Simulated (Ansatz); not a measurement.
# TaGe2N4 monolayer in a perpendicular field

Aim: how the TaGe2N4 monolayer screens a field along its normal, and what the field does to its bands. A positive field points along +c.

Method: plane-wave DFT, PBE-D3(BJ), Ansatz PAW, in Ansatz 0.2.0.

This is a report of a sequence of runs, with most program output left out.

## 1. Starting point

The cell holds 7 atoms: 4 N, 2 Ge and 1 Ta. Cell: a = 3.020 Å, b = 3.020 Å, c = 46.204 Å, α = 90.0°, β = 90.0°, γ = 120.0°. Vacuum lies along c.

Coordinates:

```xyz
7
Lattice="3.0200 0.0000 0.0000 -1.5100 2.6154 0.0000 0.0000 0.0000 46.2038" Properties=species:S:1:pos:R:3
N     0.0000    0.0000   19.3000
Ge    0.0000    1.7436   19.8878
N     0.0000    1.7436   21.7278
Ta    0.0000    0.0000   23.1019
N     0.0000    1.7436   24.4760
Ge    0.0000    1.7436   26.3160
N     0.0000    0.0000   26.9038
```

## 2. Relaxation

The starting cell is a guess, so the in-plane lattice and the atoms are relaxed first, with the slab cut off from its images along the normal.

Input file input.yaml:

```yaml
crystal:
  lattice:
    - [3.02, 0.0, 0.0]
    - [-1.51, 2.6153967194, 0.0]
    - [0.0, 0.0, 46.2038125637]
  atoms:
    - { symbol: "N", position: [0.0, 0.0, 0.4177144467] }
    - { symbol: Ge, position: [0.3333333333, 0.6666666667, 0.4304355641] }
    - { symbol: "N", position: [0.3333333333, 0.6666666667, 0.4702591176] }
    - { symbol: Ta, position: [0.0, 0.0, 0.5], spin: 1.0 }
    - { symbol: "N", position: [0.3333333333, 0.6666666667, 0.5297408824] }
    - { symbol: Ge, position: [0.3333333333, 0.6666666667, 0.5695644359] }
    - { symbol: "N", position: [0.0, 0.0, 0.5822855533] }
  periodic: [true, true, false]
magnetization:
  spin_polarized: true
kpoints:
  mp_grid: { grid: [12, 12, 1] }
hamiltonian:
  xc: pbe
  dispersion: d3bj
scf:
  occupations: { method: fermi_dirac, width: 0.05 }
  convergence: { dr2_threshold: 1.0e-09 }
relax:
  f_tol: 0.004
  max_steps: 90
  cell: {}
output:
  write_potential: true
  write_density: true
  volumetric_format: npy
```

The run is started by

```
ansatz run input.yaml --threads 4 --pin off --max-ram 6144MiB --backend cpu --events-out ev --progress --plain --runs-dir out
```

Wall time 3.3 min (4 threads of Intel Xeon Platinum 8259CL at 2.50GHz (Skylake/Cascade Lake), shared host); peak memory 1.1 GiB; 12 min of CPU time.

The steps of the relaxation:

| step | energy less that of the first step (eV) | largest force component (eV/Å) | volume (Å³) |
| --- | --- | --- | --- |
| 1 | 0.0000 | 3.3741 | 364.94 |
| 2 | -0.4696 | 0.8523 | 372.05 |
| 3 | -0.5238 | 0.2275 | 373.29 |
| 4 | -0.5264 | 0.0509 | 373.56 |
| 5 | -0.5265 | 0.0043 | 373.83 |
| 6 | -0.5265 | 0.0005 | 373.82 |
| 7* | -0.5333 | 0.0008 | 373.82 |
| 8 | -0.5332 | 0.0005 | 374.02 |
| 9* | -0.5333 | 0.0005 | 374.02 |

Relaxation steps marked * repeat the geometry before them on a plane-wave basis chosen anew for their cell, so energy and pressure can jump there.

The run keeps the 12 symmetry operations that it works with, so distortions that break them were not tested.

| cell as run | before | after | change |
| --- | --- | --- | --- |
| a (Å) | 3.020 | 3.057 | +1.2 % |
| b (Å) | 3.020 | 3.057 | +1.2 % |

The atoms that moved most (Å, along periodic axes as changes of fractional coordinates times the final cell, across vacuum about the mean position):

```
atom     dx     dy      dz  length
  N5  0.000  0.000  -0.154   0.154
  N3  0.000  0.000   0.154   0.154
 Ge2  0.000  0.000   0.119   0.119
 Ge6  0.000  0.000  -0.119   0.119
  N1  0.000  0.000   0.093   0.093
  N7  0.000  0.000  -0.093   0.093
```

The relaxed structure:

```xyz
7
Lattice="3.0573 0.0000 0.0000 -1.5287 2.6477 0.0000 0.0000 0.0000 46.2038" Properties=species:S:1:pos:R:3
N     0.0000    0.0000   19.3926
Ge    0.0000    1.7652   20.0063
N     0.0000    1.7652   21.8818
Ta    0.0000    0.0000   23.1019
N     0.0000    1.7652   24.3220
Ge    0.0000    1.7652   26.1975
N     0.0000    0.0000   26.8112
```

This step gave:

```yaml
energy_at_zero_smearing: -20062.0807 eV
total_moment: 0.6826 μB
site_moments: 0.006195, 0.002725, 0.007270, 0.2408, 0.007270, 0.002725, 0.006195 μB
```

Site moment by atom:

```
atom  site moment (μB)
  N1             0.006
 Ge2             0.003
  N3             0.007
 Ta4             0.241
  N5             0.007
 Ge6             0.003
  N7             0.006
```

The lattice constant a goes from 3.020 to 3.057 Å.

## 3. Atoms held, field 0

A sawtooth potential applies the field, turning back in the middle of the vacuum. With the dipole correction the typed value is the field outside the slab. The induced dipole is small, so the SCF threshold is tight.

The cell differs from the one that the last finished run ended in (c 46.204 → 25.419 Å).

Input file input.yaml:

```yaml
crystal:
  lattice:
    - [3.0573460587, 0.0, 0.0]
    - [-1.5286730294, 2.647739355, 0.0]
    - [0.0, 0.0, 25.4186651655]
  atoms:
    - { symbol: "N", position: [0.0, 0.0, 0.3540705203], spin: 0.01 }
    - { symbol: Ge, position: [0.3333333333, 0.6666666667, 0.3782138708] }
    - { symbol: "N", position: [0.3333333333, 0.6666666667, 0.4519999969], spin: 0.01 }
    - { symbol: Ta, position: [0.0, 0.0, 0.5], spin: 0.24 }
    - { symbol: "N", position: [0.3333333333, 0.6666666667, 0.5480000031], spin: 0.01 }
    - { symbol: Ge, position: [0.3333333333, 0.6666666667, 0.6217861292] }
    - { symbol: "N", position: [0.0, 0.0, 0.6459294797], spin: 0.01 }
magnetization:
  spin_polarized: true
kpoints:
  mp_grid: { grid: [18, 18, 1] }
  band_path:
    path: [[0, 0, 0], [0.5, 0, 0], [0.33333333, 0.33333333, 0], [0, 0, 0]]
    npoints: 16
hamiltonian:
  xc: pbe
  dispersion: d3bj
scf:
  occupations: { method: fermi_dirac, width: 0.02585 }
  convergence: { dr2_threshold: 1.0e-10 }
efield:
  axis: 3
  dipole_correction: true
  ramp_position: 0.97
  ramp_width: 0.06
  amplitude: 0
output:
  dos: { projected: true, e_range: [-6, 5] }
  write_potential: true
  write_density: true
  volumetric_format: npy
  elf: true
```

Wall time 53 s (4 threads); peak memory 1 GiB; 3.4 min of CPU time.

This step gave:

| Item | Value |
| --- | --- |
| energy at zero smearing | -20062.0802 eV |
| total moment | 0.6100 μB |
| site moments | 0.005277, 0.002194, 0.006351, 0.2166, 0.006351, 0.002194, 0.005277 μB |
| work function, upper face | 5.434 eV |
| dipole along the normal | -1.99e-8 e·Å |

Running mean over a fixed 2.7 Å (it still follows the layers) of the planar mean; the ramp of the sawtooth is left out. Electron's electrostatic potential energy less the Fermi level against z:

```csv
z (Å),electron's electrostatic potential energy less the Fermi level (eV)
3.0,5.43
3.5,5.43
4.0,5.43
4.5,5.43
5.0,5.43
5.5,5.43
6.0,5.42
6.5,5.35
7.0,4.99
7.5,3.18
8.0,-0.706
8.5,-4.38
9.0,-6.90
9.5,-7.90
10.0,-8.37
10.5,-7.60
11.0,-6.77
11.5,-8.24
12.0,-10.5
12.5,-12.0
13.0,-11.9
13.5,-10.1
14.0,-7.89
14.5,-6.77
15.0,-7.82
15.5,-8.33
16.0,-7.80
16.5,-6.60
17.0,-3.85
17.5,-0.0330
18.0,3.63
18.5,5.11
19.0,5.37
19.5,5.42
20.0,5.43
20.5,5.43
21.0,5.43
21.5,5.43
22.0,5.43
```

The density of states has structure finer than the step of the table below, so its rows give means over 0.25 eV, whole bins alone (the curve runs from -6 to 1.99 eV). Peaks (eV: height): total -5.640: 7.30, -5.120: 6.47, -3.110: 8.56, -2.660: 6.14, -2.390: 13.3, -2.250: 7.75, 0.040: 4.29; up -5.700: 3.19, -3.410: 3.74, -3.110: 4.47, -2.660: 3.38, -2.390: 7.86, -2.250: 5.02, -0.600: 3.53; down -5.640: 5.15, -5.120: 4.02, -3.110: 4.09, -2.770: 3.33, -2.360: 6.89, -2.200: 3.75, 0.040: 3.83.

Density of states against energy, zero at the Fermi level; means over each step; values in states/eV a cell:

```csv
energy (eV),total,up,down
-5.75,4.21,2.14,2.07
-5.50,3.72,1.93,1.78
-5.25,5.17,2.55,2.62
-5.00,4.75,2.15,2.60
-4.75,3.09,1.55,1.54
-4.50,3.45,1.71,1.74
-4.25,2.67,1.30,1.36
-4.00,2.70,1.45,1.25
-3.75,2.43,1.13,1.30
-3.50,3.25,1.89,1.36
-3.25,5.88,3.11,2.77
-3.00,5.00,2.32,2.68
-2.75,5.22,2.68,2.54
-2.50,6.13,3.11,3.01
-2.25,4.95,2.43,2.52
-2.00,2.57,1.25,1.32
-1.75,1.88,0.787,1.09
-1.50,0,0,0
-1.25,0,0,0
-1.00,0,0,0
-0.75,0.126,0.126,0
-0.50,2.20,2.20,0
-0.25,0.791,0.791,0
0.00,2.38,0.459,1.92
0.25,1.27,0.294,0.979
0.50,0.836,0.238,0.598
0.75,0.485,0,0.485
1.00,0.0116,0,0.0116
1.25,0,0,0
1.50,0,0,0
1.75,0.0872,0.0466,0.0405
```

Projected DOS per atom over height of the atomic layer and energy from the Fermi level. Layers: N Ge N Ta N Ge N from below.

Ten even steps from '0' (0.00 states/eV) to '9' (1.56 states/eV), each cell a mean:
```
0000000
0000000
0000000
0001000
0005000
0009000
0006000
0003000
0000000
0000000
3030303
7051507
7083807
5073705
6184816
2032302
3033303
3132313
4122214
6254526
3154513
2253522
```
Columns: height of the atomic layer (Å) from 9 to 16.4 (not evenly spaced); rows upwards: energy from the Fermi level (eV) from -5.96 to 1.96.

Projected DOS per atom, spin up over height of the atomic layer and energy from the Fermi level. Layers: N Ge N Ta N Ge N from below.

Values in states/eV, 22 rows by 7 columns, each cell a mean:
```
0.01 0.02 0.01 0.01 0.01 0.02 0.01
0.00 0.00 0.00 0.00 0.00 0.00 0.00
0.00 0.00 0.00 0.00 0.00 0.00 0.00
0.00 0.00 0.00 0.00 0.00 0.00 0.00
0.03 0.02 0.02 0.18 0.02 0.02 0.03
0.01 0.01 0.04 0.33 0.04 0.01 0.01
0.02 0.02 0.09 1.02 0.09 0.02 0.02
0.01 0.01 0.04 0.51 0.04 0.01 0.01
0.00 0.00 0.00 0.00 0.00 0.00 0.00
0.00 0.00 0.00 0.00 0.00 0.00 0.00
0.25 0.00 0.23 0.02 0.23 0.00 0.25
0.57 0.01 0.40 0.09 0.40 0.01 0.57
0.60 0.03 0.64 0.24 0.64 0.03 0.60
0.38 0.04 0.59 0.27 0.59 0.04 0.38
0.52 0.09 0.68 0.35 0.68 0.09 0.52
0.21 0.04 0.27 0.18 0.27 0.04 0.21
0.25 0.07 0.25 0.26 0.25 0.07 0.25
0.28 0.11 0.24 0.22 0.24 0.11 0.28
0.36 0.14 0.20 0.19 0.20 0.14 0.36
0.50 0.22 0.33 0.29 0.33 0.22 0.50
0.26 0.13 0.45 0.41 0.45 0.13 0.26
0.24 0.17 0.45 0.30 0.45 0.17 0.24
```
Columns: height of the atomic layer (Å) from 9 to 16.4 (not evenly spaced); rows upwards: energy from the Fermi level (eV) from -5.96 to 1.96.

Projected DOS per atom, spin down over height of the atomic layer and energy from the Fermi level. Layers: N Ge N Ta N Ge N from below.

Values in states/eV, 22 rows by 7 columns, each cell a mean:
```
0.01 0.01 0.00 0.00 0.00 0.01 0.01
0.00 0.00 0.00 0.00 0.00 0.00 0.00
0.00 0.00 0.00 0.01 0.00 0.00 0.00
0.03 0.03 0.02 0.28 0.02 0.03 0.03
0.01 0.01 0.04 0.60 0.04 0.01 0.01
0.03 0.02 0.08 1.22 0.08 0.02 0.03
0.00 0.00 0.00 0.00 0.00 0.00 0.00
0.00 0.00 0.00 0.00 0.00 0.00 0.00
0.00 0.00 0.00 0.00 0.00 0.00 0.00
0.00 0.00 0.00 0.00 0.00 0.00 0.00
0.27 0.00 0.25 0.02 0.25 0.00 0.27
0.61 0.01 0.45 0.11 0.45 0.01 0.61
0.58 0.03 0.71 0.26 0.71 0.03 0.58
0.41 0.04 0.63 0.29 0.63 0.04 0.41
0.47 0.08 0.63 0.29 0.63 0.08 0.47
0.20 0.04 0.27 0.19 0.27 0.04 0.20
0.24 0.06 0.22 0.22 0.22 0.06 0.24
0.29 0.11 0.26 0.23 0.26 0.11 0.29
0.36 0.14 0.20 0.19 0.20 0.14 0.36
0.52 0.22 0.48 0.37 0.48 0.22 0.52
0.26 0.14 0.40 0.32 0.40 0.14 0.26
0.23 0.16 0.38 0.23 0.38 0.16 0.23
```
Columns: height of the atomic layer (Å) from 9 to 16.4 (not evenly spaced); rows upwards: energy from the Fermi level (eV) from -5.96 to 1.96.

Deep bands are left out, so band numbers here count from the lowest band kept and differ from the log's. The electronic bands at the labelled points (eV, zero at the Fermi level; # counts the bands kept):

```csv
point,up #11,up #12,up #13,up #14,down #11,down #12,down #13,down #14
Γ,-1.90,0.17,1.68,2.29,-1.89,0.40,1.68,2.56
halfway,-2.00,-0.26,2.43,2.81,-1.99,0.29,2.51,2.85
M,-2.15,-0.63,2.36,2.49,-2.10,-0.07,2.39,2.50
halfway,-2.05,-0.34,3.23,3.86,-2.02,0.21,3.70,3.88
K,-1.73,0.11,2.36,4.18,-1.70,0.66,2.89,4.22
halfway,-2.10,-0.42,2.86,3.52,-2.08,0.14,3.02,3.59
Γ,-1.90,0.17,1.68,2.29,-1.89,0.40,1.68,2.56
```

Spin density in the ca plane at fractional y = 0.667, with atoms of Ge and N within 0.2 Å of it.

Ten even steps from '0' (-0.005 e/Å³) to '9' (0.082 e/Å³), each cell a mean:
```
00000000000000000000000000011149721100000000
00000000000000000000000000011149721100000000
00000000000000000000000000001136511100000000
00000000000000000000000000010012200100000000
00000000000000000000000001110000000111000000
00000000000000000000000001110000000111000000
00000000000000000000000000010012100100000000
00000000000000000000000000001125411000000000
```
Columns run along c (16.0 Å, from fractional 0.05 to 0.68 of the cell), rows up along a (3.1 Å). Atoms in or near the plane, at fractional coordinates: Ge at (0.38, 0.33), N at (0.45, 0.33), N at (0.55, 0.33), Ge at (0.62, 0.33).

Valence density in the ca plane at fractional y = 0.667, with atoms of Ge and N within 0.2 Å of it. It is the smooth field of the valence electrons, not physical close to the nuclei.

Values in e/Å³, 5 rows by 16 columns, each cell a mean:
```
 0  0  0  0  0  0  0  0  0  0  0  1  0  0  0  0
 0  0  0  0  0  0  0  0  0  0  0  1  0  0  0  0
 0  0  0  0  0  0  0  0  8  1  2  0  2  1  8  1
 0  0  0  0  0  0  0  1 16  1  3  1  3  1 16  1
 0  0  0  0  0  0  0  0  1  0  1  0  1  0  1  0
```
Columns run along c (16.0 Å, from fractional 0.05 to 0.68 of the cell), rows up along a (3.1 Å). Atoms in or near the plane, at fractional coordinates: Ge at (0.38, 0.33), N at (0.45, 0.33), N at (0.55, 0.33), Ge at (0.62, 0.33).

ELF in the ca plane at fractional y = 0.667, with atoms of Ge and N within 0.2 Å of it. It is the smooth field of the valence electrons, not physical close to the nuclei.

Values, 5 rows by 16 columns, each cell a mean:
```
0.00 0.00 0.01 0.16 0.55 0.54 0.13 0.15 0.31 0.19 0.12 0.29 0.60 0.40 0.05 0.00
0.00 0.00 0.00 0.09 0.42 0.44 0.24 0.47 0.24 0.35 0.38 0.28 0.50 0.27 0.03 0.00
0.00 0.00 0.00 0.02 0.18 0.15 0.42 0.67 0.41 0.61 0.66 0.19 0.21 0.09 0.01 0.00
0.00 0.00 0.00 0.01 0.16 0.09 0.43 0.54 0.43 0.56 0.62 0.16 0.16 0.07 0.00 0.00
0.00 0.00 0.00 0.06 0.32 0.35 0.33 0.67 0.29 0.50 0.56 0.27 0.40 0.19 0.02 0.00
```
Columns run along c (16.0 Å, from fractional 0.16 to 0.79 of the cell), rows up along a (3.1 Å). Atoms in or near the plane, at fractional coordinates: Ge at (0.38, 0.33), N at (0.45, 0.33), N at (0.55, 0.33), Ge at (0.62, 0.33).

The work function of the upper face is 5.43 eV.

## 4. Single point, field 0.1 V/Å

Edit input.yaml of step 3 so:

```diff
@@ -31,5 +31,4 @@
   ramp_width: 0.06
-  amplitude: 0
+  amplitude: 0.1
 output:
-  dos: { projected: true, e_range: [-6, 5] }
   write_potential: true
@@ -37,2 +36 @@
   volumetric_format: npy
-  elf: true
```

The job ended after 55 s (4 threads; peak memory 1 GiB; 3.6 min of CPU time).

The dipole is 0.0373 e·Å.

## 5. Single point, field -0.1 V/Å

Edit input.yaml of step 4 so:

```diff
@@ -31,3 +31,3 @@
   ramp_width: 0.06
-  amplitude: 0.1
+  amplitude: -0.1
 output:
```

It took 55 s on 4 threads; peak memory 1 GiB.

The dipole is -0.0373 e·Å.

## 6. Response, atoms held

This step: plane-wave DFT, PBE-D3(BJ), Ansatz PAW; response to a field along the normal, atoms held (Ansatz 0.2.0).

The dipoles give the slope, and the difference of two potentials shows where the field is screened.

Numbers from this step:

- equivalent conductor thickness p/(ε₀AE): 8.342 Å
- distance between the outer atoms: 7.419 Å

Dipole of the cell against applied field:

```csv
applied field (V/Å),dipole of the cell (e·Å)
-0.1000,-0.0373
0.0000,0
0.1000,0.0373
```

The total moment stays at 0.610 μB for applied field from -0.1 to 0.1 V/Å.

Local field over the applied field, running mean. From the potentials at -0.1 and 0.1 V/Å; running mean over 2.5 Å. The local field over applied field by z:

| z (Å) | local field over applied field |
| --- | --- |
| 4.5 | 1.000 |
| 5.0 | 0.998 |
| 5.5 | 0.995 |
| 6.0 | 0.983 |
| 6.5 | 0.952 |
| 7.0 | 0.874 |
| 7.5 | 0.737 |
| 8.0 | 0.573 |
| 8.5 | 0.399 |
| 9.0 | 0.265 |
| 9.5 | 0.181 |
| 10.0 | 0.142 |
| 10.5 | 0.125 |
| 11.0 | 0.117 |
| 11.5 | 0.100 |
| 12.0 | 0.0779 |
| 12.5 | 0.0608 |
| 13.0 | 0.0629 |
| 13.5 | 0.0812 |
| 14.0 | 0.104 |
| 14.5 | 0.118 |
| 15.0 | 0.128 |
| 15.5 | 0.146 |
| 16.0 | 0.192 |
| 16.5 | 0.283 |
| 17.0 | 0.426 |
| 17.5 | 0.601 |
| 18.0 | 0.762 |
| 18.5 | 0.891 |
| 19.0 | 0.959 |
| 19.5 | 0.986 |
| 20.0 | 0.996 |
| 20.5 | 0.999 |
| 21.0 | 1.000 |

The induced electron density oscillates, so the rows of the table below give means over windows of 1 Å about each position, cut where the curve ends. Its maxima inside the range that stand out by 2 % of the span (Å: e/Å³ per V/Å): 8.2: 0.00378, 9.2: 0.00180, 10.6: 0.00121, 11.6: 0.00148, 13.3: 8.8e-4, 14.3: 2.1e-4, 15.5: 0.00196, 16.5: -5.9e-4. Its minima: 8.9: 5.9e-4, 9.9: -0.00196, 11.2: -2.1e-4, 12.1: -8.8e-4, 13.8: -0.00148, 14.8: -0.00121, 16.2: -0.00180, 17.2: -0.00378.

Electrons, planar mean, per unit field. Table of induced electron density by z; means over each step:

| z (Å) | induced electron density (e/Å³ per V/Å) |
| --- | --- |
| 5 | 7.3e-6 |
| 6 | 8.6e-5 |
| 7 | 7.6e-4 |
| 8 | 0.00303 |
| 9 | 0.00132 |
| 10 | -7.5e-4 |
| 11 | 6.2e-4 |
| 12 | -4.2e-5 |
| 13 | 3.8e-4 |
| 14 | -5.3e-4 |
| 15 | -1.9e-4 |
| 16 | -1.7e-4 |
| 17 | -0.00267 |
| 18 | -0.00161 |
| 19 | -2.2e-4 |
| 20 | -2.1e-5 |
| 21 | -1.9e-6 |

By hand: between -0.1 and 0.1 V/Å the dipole changes by 0.07464 e·Å, a slope of 0.3732 e·Å²/V. A perfect conductor of thickness t has p = ε₀AEt, so t = 180.95 × 0.3732 / 8.095 = 8.34 Å (e/ε₀ = 180.95 V·Å, A in Å²).

The induced dipole is that of a conductor 8.34 Å thick.

## 7. Results

```json
{
 "gap without field": "none",
 "work function, upper face": "5.43 eV",
 "equivalent conductor thickness, atoms held": "8.34 Å"
}
```

**Reading.** The induced dipole equals that of a perfect conductor 8.34 Å thick, while the outer atoms lie 7.42 Å apart. There is no gap over 0.03 eV, with or without the field. For an open d or f shell that can be the fault of a semilocal functional without a Hubbard term. The magnetic order is the one reached from the typed start; other orders were not compared. Spin-orbit coupling is left out, which matters for the bands of elements this heavy. The outer anions sit over the metal atoms, one of several polytypes of such layers and not the lowest for every compound.

[Logs are printed without paths, hosts, clocks, repeated set-up lines and the standing remarks that a program may print on its own settings, such as how far it seeks lower states.]

[Hosts, paths, dates, database ids (printed as entryN), source tags and the programs' standing remarks are cut or masked in the printed files.]

[Maps of the electrostatic potential energy from Ansatz leave out the sawtooth potential of an applied field or a dipole correction, so their vacuum need not be flat; planar profiles and work functions include it.]
